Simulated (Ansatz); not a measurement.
## MgO (Fm-3m):Au_Mg, thermodynamic levels from a 54-atom cell

Aim: at which Fermi levels does Au_Mg in MgO (Fm-3m) change its charge? The model is a cell of 54 host atoms with 1 Mg taken out and 1 Au put in.

Calculated with Ansatz 0.2.0; place-levels on r2SCAN runs: charge-transition levels and formation energies with image-charge correction and potential alignment at the atomic sites; PAW set soft_1.

**What experiment says.**

“Electronic structure of alkaline earth and post-transition metal oxides” (2009, arxiv:0908.1581) quotes from earlier work for MgO, rocksalt (bulk crystal): band gap (literature experimental gap) 7.83 eV [Literature value based on experiment; other listed experimental values range from 7.7 to …].

Report form: the programs' logs are mostly left out.

In doubt: warnings of the run leave room for a lower electronic state (in some of the runs), so energies may not be the lowest and differences between runs may mislead.

### Step 1. Starting point

The cell holds 54 atoms: 26 Mg, 27 O and 1 Au. Cell: a = 8.925 Å, b = 8.925 Å, c = 8.925 Å, α = 60.0°, β = 60.0°, γ = 60.0°. It derives from MgO (space group Fm-3m). Nearest the centre at fractional (0.667, 0.667, 0.333): Au51 at 0.00 Å, O28 at 2.10 Å, O44 at 2.10 Å, O32 at 2.10 Å, O34 at 2.10 Å, O46 at 2.10 Å, O50 at 2.10 Å, Mg9 at 2.98 Å.

Known beforehand: the electronic dielectric constant, 3.24, and the static one, 10.37, from a response run on this crystal (DFPT, PBEsol) at that run's own cell.

The cell's shortest repeat is 8.9 Å.

### Step 2. The runs of each charge state

Levels follow from differences of total energies between charge states, each relaxed by itself.

Random displacements of about 0.05 Å break the site symmetry at the start, so that the relaxation can reach a distorted minimum if there is one. Forces are taken at one point at (¼, ¼, ¼). The cell holds 1 electron more than the neutral one, with a uniform background that keeps it neutral on the whole.

The sampling was tested on the host first: at the k-points planned (1x1x1 shifted 0.25 0.25 0.25) its energy lies 0.020 eV an atom from the dense-mesh value, under the bound of 0.02 eV set for this test; that bounds the host's error, not the defect's.

One of the inputs; charge, spin and start change from state to state.

qm1.relax/input.yaml

```yaml
crystal:
  lattice:
    - [0.0, 6.31124291, 6.31124291]
    - [6.31124291, 0.0, 6.31124291]
    - [6.31124291, 6.31124291, 0.0]
  atoms:
    - { symbol: Mg, position: [0.0, 0.0, 0.0] }
    - { symbol: O, position: [0.16666667, 0.16666667, 0.16666667] }
[... 6 atom lines left out ...]
    - { symbol: Mg, position: [0.0, 0.33333333, 0.33333333] }
[... 3 atom lines left out ...]
    - { symbol: Mg, position: [0.0, 0.66666667, 0.0] }
[... 1 atom line left out ...]
    - { symbol: Mg, position: [0.0, 0.66666667, 0.33333333] }
[... 5 atom lines left out ...]
    - { symbol: Mg, position: [0.33333333, 0.0, 0.33333333] }
[... 6 atom lines left out ...]
    - { symbol: O, position: [0.5, 0.5, 0.5] }
[... 1 atom line left out ...]
    - { symbol: O, position: [0.5, 0.5, 0.83333333] }
[... 1 atom line left out ...]
    - { symbol: O, position: [0.5, 0.83333333, 0.16666667] }
    - { symbol: Mg, position: [0.33333333, 0.66666667, 0.33333333] }
    - { symbol: O, position: [0.5, 0.83333333, 0.5] }
    - { symbol: Mg, position: [0.33333333, 0.66666667, 0.66666667] }
[... 1 atom line left out ...]
    - { symbol: Mg, position: [0.66666667, 0.0, 0.0] }
[... 1 atom line left out ...]
    - { symbol: Mg, position: [0.66666667, 0.0, 0.33333333] }
[... 4 atom lines left out ...]
    - { symbol: O, position: [0.83333333, 0.5, 0.16666667] }
    - { symbol: Mg, position: [0.66666667, 0.33333333, 0.33333333] }
    - { symbol: O, position: [0.83333333, 0.5, 0.5] }
    - { symbol: Mg, position: [0.66666667, 0.33333333, 0.66666667] }
[... 1 atom line left out ...]
    - { symbol: Mg, position: [0.66666667, 0.66666667, 0.0] }
    - { symbol: O, position: [0.83333333, 0.83333333, 0.16666667] }
    - { symbol: Au, position: [0.66666667, 0.66666667, 0.33333333] }
[... 1 atom line left out ...]
    - { symbol: Mg, position: [0.66666667, 0.66666667, 0.66666667] }
    - { symbol: O, position: [0.83333333, 0.83333333, 0.83333333] }
  host:
    repeats: [3, 3, 3]
    atoms:
      - { symbol: Mg, position: [0.0, 0.0, 0.0] }
      - { symbol: O, position: [0.5, 0.5, 0.5] }
total_charge: -1
basis:
  ecutwfc: 500
  xc_grid: 2
hamiltonian:
  xc: r2scan
  pseudopotentials: { kind: paw, azcp: { folder: soft_1 } }
kpoints:
  mp_grid: { grid: [1, 1, 1], shift: [0.25, 0.25, 0.25] }
scf:
  occupations: { method: fixed }
  max_iter: 100
output:
  forces: true
  charged_corrections:
    epsilon: 3.24
    static_epsilon: 10.37
    defect_position: [0.666667, 0.666667, 0.333333]
relax:
  f_tol: 0.02
  max_steps: 80
  random_displacement: { amplitude: 0.05, seed: 5328 }
checkpoint:
  write: "../qm1.relax.run"
  compress: false
  write_wavefunctions: true
  write_every: 100000
```

Launch:

```sh
> ansatz run input.yaml --threads 4 --pin off --max-ram 7536MiB --backend cpu --events-out ev --progress --plain --runs-dir out
```

Defect states can disperse in a cell of this size, so the energy is taken again at a 2×2×2 shifted mesh, on the relaxed structure.

The run of this state that the levels use, under r2SCAN:

qm1.point/input.yaml

```yaml
crystal:
  checkpoint: "../qm1.relax.run"
  host: checkpoint
total_charge: -1
basis:
  ecutwfc: 500
  xc_grid: 2
hamiltonian:
  xc: r2scan
  pseudopotentials: { kind: paw, azcp: { folder: soft_1 } }
kpoints:
  mp_grid: { grid: [2, 2, 2], shift: [0.5, 0.5, 0.5] }
scf:
  occupations: { method: fermi_dirac, width: 0.01 }
  max_iter: 100
output:
  forces: true
  eigenvalues: true
  charged_corrections:
    epsilon: 3.24
    static_epsilon: 10.37
    defect_position: [0.666667, 0.666667, 0.333333]
  eigenstates: { localisation: true }
  populations: true
  band_densities: [{ bands: [v1, v1] }, { bands: [c1, c1] }]
  write_density: true
  write_potential: true
  volumetric_format: npy
  elf: true
checkpoint:
  read: "../qm1.relax.run"
  write: "../qm1.point.run"
  compress: false
  write_wavefunctions: false
  write_every: 100000
```

Relaxations under r2SCAN at one point at (¼, ¼, ¼); times on 4 threads of Arm Neoverse V1, shared host:

| charge | moment (μB) | occupations | outcome | steps | largest displacement against the far atoms (Å) | time |
| --- | --- | --- | --- | --- | --- | --- |
| −1 | 0 | fixed | converged | 5 | 0.22 | 78 s |
| 0 | 1 | fixed | converged | 9 | 0.26 | 4.6 min |
| +1 | 0 | fixed | converged | 11 | 0.29 | 3.7 min |
| +1 | 2 | fixed | converged | 4 | 0.08 | 2 min |

Single points under r2SCAN at a 2×2×2 shifted mesh; times on 4 threads of Arm Neoverse V1, shared host:

| charge | moment (μB) | occupations | outcome | time |
| --- | --- | --- | --- | --- |
| −1 | 0 | fermi-dirac | converged | 64 s |
| 0 | 1 | fermi-dirac | converged | 2.4 min |
| +1 | 0 | fermi-dirac | converged | 67 s |
| +1 | 2 | fermi-dirac | converged | 2.4 min |

Distances (Å) from Au51 to the nearest atoms after relaxation with r2SCAN:

| charge | moment (μB) | 1. | 2. | 3. | 4. | 5. | 6. |
| --- | --- | --- | --- | --- | --- | --- | --- |
| −1 | 0 | O 2.32 | O 2.32 | O 2.32 | O 2.33 | O 2.33 | O 2.33 |
| 0 | 1 | O 2.19 | O 2.19 | O 2.19 | O 2.19 | O 2.36 | O 2.36 |
| +1 | 0 | O 2.05 | O 2.05 | O 2.05 | O 2.05 | O 2.39 | O 2.40 |
| +1 | 2 | O 2.18 | O 2.18 | O 2.18 | O 2.18 | O 2.18 | O 2.18 |

### Step 3. place-levels, r2SCAN

A charged cell interacts with its images and the background, and its potential has another zero than the host's. place-levels removes the first by a point-charge model, screened by the static dielectric constant since the ions have relaxed around the charge, and the second by comparing potentials at atoms far from the defect.

The host is a run of the defect-free crystal in the same cutoffs, grids and k-points, so that basis and sampling errors cancel in part in the differences. The host is run in a cell of 2 atoms on a matching mesh. Its band edges are searched through the zone by a band path, so the gap is smaller than, or equal to, that on the mesh. Chemical potentials are energies per atom of Mg (hcp) and Au (fcc), run with the same functional and cutoff.

levels.point.yaml

```yaml
host:
  run: host.point.run
states: [qm1.point.run, q0_M1.point.run, qp1.point.run, qp1_M2.point.run]
geometry_from:
  qm1.point.run: qm1.relax.run
  q0_M1.point.run: q0_M1.relax.run
  qp1.point.run: qp1.relax.run
  qp1_M2.point.run: qp1_M2.relax.run
chemical_potentials:
  Mg:
    energy: -1926.407918
    dataset: "<sha256 of the dataset>"
  Au:
    energy: -13165.138693
    dataset: "<sha256 of the dataset>"
epsilon: 3.24
static_epsilon: 10.37
vertical:
  - { from: qm1.point.run, to: qm1.point_neutral.run }
  - { from: qp1.point.run, to: qp1.point_neutral.run }
  - { from: qp1_M2.point.run, to: qp1_M2.point_neutral.run }
```

Launch:

```sh
> ansatz place-levels levels.point.yaml -- --threads 4 --pin off --max-ram 7536MiB
```

It took 0.51 s on 4 threads of Arm Neoverse V1, shared host.

Levels between the charges placed, in eV above the valence top:

|  | gap (eV) | (+1/0) | (0/−1) |
| --- | --- | --- | --- |
| r2SCAN | 5.68 | 1.84 | 2.91 |

Corrections by state:

| charge | moment (μB) | image terms and alignment (eV) | band filling (eV) | ε used | over the lowest of its charge, as the program ranks them, band filling apart (eV) |
| --- | --- | --- | --- | --- | --- |
| +1 | 2.0 | 0.753 | - | 10.37 | 0.000 |
| 0 | 1.0 | 0.000 | - | - | 0.000 |
| −1 | 0.0 | -0.236 | - | 10.37 | 0.000 |
| +1 | 0.0 | 0.742 | - | 10.37 | 0.183 |

The charged structures listed were also run neutral, and place-levels reads from each pair, by the potential or the spins, how wide the charge is by which they differ; that can be the carrier of either run.

| charge | rms radius (Å) | spread where it is widest against the cell (Å) | wide from (Å) | reading |
| --- | --- | --- | --- | --- |
| +1 | 1.9 | 1.11 | 1.26 | narrow |
| −1 | 1.9 | 1.07 | 1.26 | narrow |

The neutral runs of these pairs need not share the spin of the lowest neutral state, and very wide values only mean spread over the cell.

From the program's caveats on the states, each cut to its opening words:

- charge +1 (2 μB), 0 (1 μB), −1, +1: its alignment with the host at atomic sites is doubtful: the cell is too small to show whether the defect's potential has decayed: take a larger one
- charge +1 (2 μB), 0 (1 μB): flagged: stability check not made

The host's formation energy from the elements is -2.963 eV per atom; it sets how far the chemical potentials can move.

Limit set by the element alone; other compounds of these elements are not counted. Chemical potentials from the elements' reference states: Mg 0.00 eV, O -5.93 eV, Au 0.00 eV. Formation energies (Mg-rich), with the Fermi level at the valence top and at the conduction bottom (gap 5.68 eV):

| charge | at valence top (eV) | at conduction bottom (eV) | correction included (eV) |
| --- | --- | --- | --- |
| +1 | 6.63 | 12.31 | 0.75 |
| 0 | 8.47 | 8.47 | 0.00 |
| −1 | 11.38 | 5.70 | -0.24 |

```
Fermi level (eV)  lowest formation energy (eV)
            0.00                          6.63
            0.52                          7.15
            1.03                          7.67
            1.55                          8.18
            2.06                          8.47
            2.58                          8.47
            3.10                          8.28
            3.61                          7.77
            4.13                          7.25
            4.65                          6.74
            5.16                          6.22
            5.68                          5.70
```

Limit set by the element alone; other compounds of these elements are not counted. Chemical potentials from the elements' reference states: O 0.00 eV, Mg -5.93 eV, Au 0.00 eV. Formation energy by charge state (O-rich; gap 5.68 eV):

| charge | at valence top (eV) | at conduction bottom (eV) | correction included (eV) |
| --- | --- | --- | --- |
| +1 | 0.71 | 6.39 | 0.75 |
| 0 | 2.55 | 2.55 | 0.00 |
| −1 | 5.46 | -0.22 | -0.24 |

(Fermi level (eV), lowest formation energy (eV)): (0.00, 0.71), (0.52, 1.23), (1.03, 1.74), (1.55, 2.26), (2.06, 2.55), (2.58, 2.55), (3.10, 2.36), (3.61, 1.84), (4.13, 1.33), (4.65, 0.81), (5.16, 0.30), (5.68, -0.22)

### Step 4. Effect of the sampling

The relaxations' own energies give the levels at their sampling, for comparison.

levels.relax_mesh.yaml

```yaml
host:
  run: host.relax.run
states: [qm1.relax.run, q0_M1.relax.run, qp1.relax.run, qp1_M2.relax.run]
chemical_potentials:
  Mg:
    energy: -1926.407918
    dataset: "<sha256 of the dataset>"
  Au:
    energy: -13165.138693
    dataset: "<sha256 of the dataset>"
```

Launch:

```sh
> ansatz place-levels levels.relax_mesh.yaml -- --threads 4 --pin off --max-ram 7536MiB
```

Run time: 0.14 s. Hardware: 4 threads.

Levels between neighbouring charges, in eV above the valence top:

|  | gap (eV) | (+1/0) | (0/−1) |
| --- | --- | --- | --- |
| one point at (¼, ¼, ¼) | 5.66 | 1.86 | 2.91 |
| a 2×2×2 shifted mesh | 5.68 | 1.84 | 2.91 |

Going from one point at (¼, ¼, ¼) to a 2×2×2 shifted mesh moves the levels that carry no band-filling term by up to 0.02 eV and formation energies against the elements by up to 0.08 eV.

### Step 5. Summary of results

* gap of the host: 5.68 eV (r2SCAN)
* level (plus 1/0): 1.84 eV above the valence top
* level (0/minus 1): 2.91 eV above the valence top
* lowest of the charges placed, just above the valence top (0.02 eV): +1
* lowest of the charges placed, just below the conduction bottom (0.02 eV): −1
* lowest formation energy at mid-gap of the charges run, Mg-rich: 8.47 eV
* lowest formation energy at mid-gap of the charges run, O-rich: 2.55 eV

In words: Of the charges placed (−1, 0 and +1), the lowest changes at 1.84 eV (+1/0) and 2.91 eV (0/−1) above the valence top, in a gap of 5.68 eV. Charges above +1 and below −1 were not placed, so these runs say nothing of levels that involve them. States placed: +1 at 2 μB and 0 μB; 0 at 1 μB; −1 at 0 μB. Other spin states or structures, where not listed, weren't placed. Au is taken at its element; compounds, which aren't counted here, bound the chemical potentials and would shift these formation energies. Going from one point at (¼, ¼, ¼) to a 2×2×2 shifted mesh moves the levels that carry no band-filling term by up to 0.02 eV and formation energies against the elements by up to 0.08 eV. The program doubts the alignment of potentials for at least one state, a sign that the cell is small. What this leaves open: the images are only 8.9 Å apart; r2SCAN makes the gap too small and tends to spread out bound carriers; where a gas molecule sets a chemical potential or the host's formation energy, its binding is uncorrected; spin–orbit coupling, which can matter with heavy atoms, is left out.

Computed beside measured:

| quantity | measured | r2SCAN |
| --- | --- | --- |
| band gap (least gap of the host) (eV) | 7.83 | 5.68 (-2.15 eV) |

Measured values from arxiv:0908.1581 (2009).

**Verdict.** The band gap is off by -2.15 eV. Local and semilocal functionals usually give gaps below the measured ones. Zero-point and thermal motion shift the measured gap.

[Logs are printed without paths, hosts, clocks, repeated set-up lines and the standing remarks that a program may print on its own settings, such as how far it seeks lower states.]

[Hosts, paths, dates, database ids (printed as entryN), source tags and the programs' standing remarks are cut or masked in the printed files.]

[Where a table of states has a column of steps, it counts the stored structures, which are thinned; the runs took as many ionic steps or more.]

[A defect's name tells the site on which it was built; relaxed atoms can leave that site.]

[For some hosts the program warned that the k-mesh of the response run may be too coarse for force constants and the static dielectric constant; such warnings are not shown here.]
